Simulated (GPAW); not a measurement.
# Core-hole calculation of the Sc L₃ edge in ScCl (R-3m), part 3 of 3

What does one-electron theory with a core hole give for the Sc L₃ edge of ScCl (R-3m)?

GPAW 26.7.0; X-ray absorption from dipole matrix elements to empty bands, plane-wave PAW LDA.

So far. Step 5 (Spectrum with XCH, Sc atom 1): Main maxima below 30 eV (height): 1.4 eV (6.70) and 8.4 eV (0.67). At an L edge the dipole rule selects empty d (and weakly s) states on the absorber, and the strong line at the onset measures the empty part of its d band. 2p–3d multiplets, which reshape such L edges, aren't in a one-electron spectrum. Step 5 (Spectrum with XCH, Sc atom 1): The total-energy difference is 399.18 eV.

## 7. Spectrum with XCH, Sc atom 1

A smaller cell brings the holes closer; here they are 3.5 Å apart.

Changed against the first core-hole run: supercell atoms from 12 to 4; the field's mesh follows (3×3×2 to 6×6×6).

xas.py

```python
import numpy as np
from ase import Atoms
from ase.parallel import parprint, paropen
from gpaw import GPAW, PW, FermiDirac, Mixer, MixerDif, setup_paths
from gpaw.test import gen
setup_paths.insert(0, '.')
gen('Sc', name='fch2p', xcname='LDA', corehole=(2, 1, 1), write_xml=True)
from gpaw.mpi import world
world.barrier()

atoms = Atoms('Sc2Cl2',
    cell=[[-1.7365, 3.00770623, 0],
     [1.7365, 3.00770623, 0],
     [-1.7365, -1.00256874, -8.90333333]],
    scaled_positions=[[0.7863, 0.4274, 0.6411],
     [0.2137, 0.5726, 0.3589],
     [0.6086, 0.7828, 0.1742],
     [0.3914, 0.2172, 0.8258]],
    pbc=True)
atoms.calc = calc = GPAW(legacy_gpaw=True, mode=PW(430, force_complex_dtype=True), xc='LDA', setups={0: 'fch2p'},
    kpts={'size': (6, 6, 6), 'gamma': True}, occupations=FermiDirac(0.1),
    charge=-1, mixer=Mixer(0.1, 5, 50), maxiter=150,
    convergence={'density': 0.0001, 'eigenstates': 1e-6}, txt='scf.txt')
energy = atoms.get_potential_energy() + calc.get_reference_energy()
ef = calc.get_fermi_level()
out = dict(energy=energy, fermi=ef, forces=atoms.get_forces().tolist())
parprint(f'all-electron energy {energy:.4f} eV, Fermi level {ef:.4f} eV')
ev = np.array([[calc.get_eigenvalues(k, s) for k in range(len(calc.get_ibz_k_points()))] for s in range(calc.get_number_of_spins())])
out['homo'], out['lumo'], out['counts'] = ev[ev < ef].max(), ev[ev > ef].min(), sorted(set((ev < ef).sum((0, 2)).tolist()))
out['filled'] = (ev[:, 0] < ef).sum(1).tolist()

from ase.units import Ha
from gpaw.xas import dipole_matrix_elements
nb = int(calc.get_number_of_electrons() / 2) + 68
top, nb = nb, nb + 8 + nb // 12
nscf = calc.fixed_density(kpts={'size': (7, 7, 7), 'gamma': True}, nbands=nb,
    convergence={'bands': top, 'eigenstates': 5e-3}, maxiter=60, txt='nscf.txt')
cell = atoms.cell.array
ops = [cell.T @ U.T @ np.linalg.inv(cell.T) for U in nscf.wfs.kd.symmetry.op_scc]
E = np.arange(-6, 34, 0.1)
fwhm = np.interp(E, [4, 25], [0.9, 3.5])
Y, X, zero, highest = 0, 0, 1e9, 1e9
for spin in range(nscf.get_number_of_spins()):
    wfs = nscf.wfs
    mine = wfs.bd.get_slice()  # this rank's bands
    A = dipole_matrix_elements(wfs.setups[0])
    eps = np.zeros((wfs.kd.nibzkpts, nb))
    d = np.zeros((3, A.shape[1], wfs.kd.nibzkpts, nb), complex)
    for kpt in wfs.kpt_u:
        if kpt.s == spin and 0 in kpt.P_ani:
            eps[kpt.k, mine] = kpt.eps_n * Ha
            d[:, :, kpt.k, mine] = (kpt.weight * wfs.nspins / 2) ** 0.5 * np.inner(A, kpt.P_ani[0])
    world.sum(eps)
    world.sum(d)
    T = np.einsum('amkn,bmkn->abkn', d, d.conj()).real
    T = sum(np.einsum('ai,ijkn,bj->abkn', R, T, R) for R in ops) / len(ops)
    empty = eps > ef
    zero, highest = min(zero, eps[empty].min()), min(highest, eps[:, top - 1].min())
    lines = [(eps, T, empty)] if spin == 0 else lines + [(eps, T, empty)]
for eps, T, empty in lines:
    f = np.einsum('aakn->akn', T).reshape(3, -1)
    x = eps.ravel() - zero
    w = np.interp(x, E, fwhm) / 2.35482
    g = np.exp(-0.5 * ((E[:, None] - x) / w) ** 2) / (w * (2 * np.pi) ** 0.5)
    Y = Y + (f * empty.ravel()) @ g.T
    X = X + (f * ~empty.ravel()) @ g.T
out.update(E=E.round(2).tolist(), xas=Y.tolist(), xes=X.tolist(), zero=zero, valid=highest - zero, nk=len(eps), nb=nb)
for i in range(0, len(E), 10):
    parprint(f'{E[i]:7.2f}', *(f'{v:10.3e}' for v in Y[:, i]))
import json
with paropen('out.json', 'w') as f:
    json.dump(out, f)
```

Command:

```sh
$ OMP_NUM_THREADS=1 mpirun -n 4 gpaw python xas.py
```

Numbers of over 12 decimals in the logs are rounded to 6 here.

Log:

```text
Input parameters:
  charge: -1
  convergence: {density: 0.0001,
                eigenstates: 1e-06}
  kpts: {gamma: True,
         size: (6, 6, 6)}
  maxiter: 150
  mixer: {backend: pulay,
          beta: 0.1,
          method: separate,
          nmaxold: 5,
          weight: 50}
  mode: {ecut: 430.0,
         force_complex_dtype: True,
         name: pw}
  occupations: {fixmagmom: False,
[...]
warnings.warn('Using symmetrized grid: ({},{},{}).\n'.format(*N_c))
<dir> UserWarning: Initial realspace grid (18,18,45) inconsistent with symmetries.
  warnings.warn(
<dir> UserWarning: Using symmetrized grid: (45,45,45).

  warnings.warn('Using symmetrized grid: ({},{},{}).\n'.format(*N_c))
all-electron energy -66142.9372 eV, Fermi level 4.4671 eV
[...]
32.00  3.282e-04  3.282e-04  3.359e-04
  33.00  3.318e-04  3.318e-04  3.477e-04
[key lines of the parts left out:]
Converged after 23 iterations.
Dipole moment: (0.090926, -0.061497, 0.101747) |e|*Ang
Free energy:    -33.375620
Fermi level: 4.46712
```

The job ended after 4.5 min (4 MPI ranks of Intel Xeon Platinum 8559C (Emerald Rapids), shared host; peak memory 0.53 GiB).

These settings depart from the first run's and aren't meant as converged.

Against the first run the r.m.s. difference is 21 %. The highest intensity below 24 eV goes from 1.4 eV (6.70) to 1.3 eV (7.96).

| E (eV) | first run | this run |
| --- | --- | --- |
| -2.0 | 0.00 | 0.00 |
| -0.5 | 0.26 | 0.22 |
| 1.0 | 5.57 | 6.83 |
| 2.5 | 3.43 | 2.25 |
| 4.0 | 0.35 | 0.43 |
| 5.5 | 0.33 | 0.32 |
| 7.0 | 0.33 | 0.35 |
| 8.5 | 0.66 | 0.63 |
| 10.0 | 0.44 | 0.40 |
| 11.5 | 0.34 | 0.34 |
| 13.0 | 0.38 | 0.37 |
| 14.5 | 0.35 | 0.34 |
| 16.0 | 0.37 | 0.36 |
| 17.5 | 0.39 | 0.37 |
| 19.0 | 0.41 | 0.39 |
| 20.5 | 0.39 | 0.38 |
| 22.0 | 0.39 | 0.38 |
| 23.5 | 0.40 | 0.40 |
| 25.0 | 0.37 | 0.36 |
| 26.5 | 0.33 | 0.33 |
| 28.0 | 0.34 | 0.34 |
| 29.5 | 0.36 | 0.36 |
| 31.0 | 0.38 | 0.37 |

## 8. Runs not followed above

These runs aren't followed: redraws of a spectrum that repeat one shown, runs with a planted fault or a state judged unsound, or a program's part that gave no sound spectrum.

| program | step | status | elapsed |
| --- | --- | --- | --- |
| GPAW | spectrum with XCH | converged | 4.2 min |

## 9. Outcome

| Property | Result |
| --- | --- |
| absorber and edge | Sc L₃, atom 1 of the ground-state input (counted from 1) |
| surroundings | 3 Cl at 2.59 Å (pyramidal, site symmetry 3m) |
| highest intensity below 24 eV | 1.4 eV above the zero, height 6.70 |
| photon energy of the zero, with the added terms | 396.2 eV (raw 399.2 eV; uncertain by a few eV) |

**Reading.** The Sc L₃ edge of atom 1, with 3 Cl at 2.59 Å (pyramidal, site symmetry 3m), has its highest intensity of the first 24 eV at 1.4 eV above the zero, near 398 eV in photon energy (uncertain by a few eV), 6.7 times the mean level of the first 20 eV (Gaussian full width 0.9 eV up to 4 eV, rising linearly to 3.5 eV at 25 eV). A cell with holes 3.5 Å apart changes the curve by 21 % r.m.s. (18 % after the best shift). At the Sc L₃ edge of atom 1 polarisation matters most near 1.2 eV, where the curves differ by 0.8 on this scale. 1 further run of this session is left out of this account as redundant. One-electron theory leaves out the 2p–3d multiplets that shape measured L edges of 3d elements, and the L₂ edge isn't added. The unit cell's mesh shows no gap over 0.35 eV. That is right for a metallic compound; for a small-gap or correlated insulator it would be the fault of the functional or of the assumed magnetic order, and the hole would be screened too well. The holes are only 6.0 Å apart, so the shape is probably not converged with cell size; no larger cell was run here. The mesh is coarse (0.31 Å⁻¹ between points), so small maxima may be mesh ripples. Lifetime broadening is put in by hand, and intensities beyond about 20 eV depend on it and on the partial waves; weight that the partial waves miss at high energy is lost. The structure is a published determination, not relaxed.

[Banner, clock and machine lines of the logs are left out without a mark of their own.]

[Logs are printed without paths, hosts, clocks, repeated set-up lines and the standing remarks that a program may print on its own settings, such as how far it seeks lower states.]

[Hosts, paths, dates, database ids (printed as entryN), source tags and the programs' standing remarks are cut or masked in the printed files.]

[Lists of maxima count a maximum above −3 eV only where it reaches 4 % of the highest in the window and stands out from its surroundings by 2 % of it (1.5 % where it reaches 55 %); shoulders and weaker maxima are passed over, and of the rest the first, up to two pre-edge ones and the few strongest are named.]
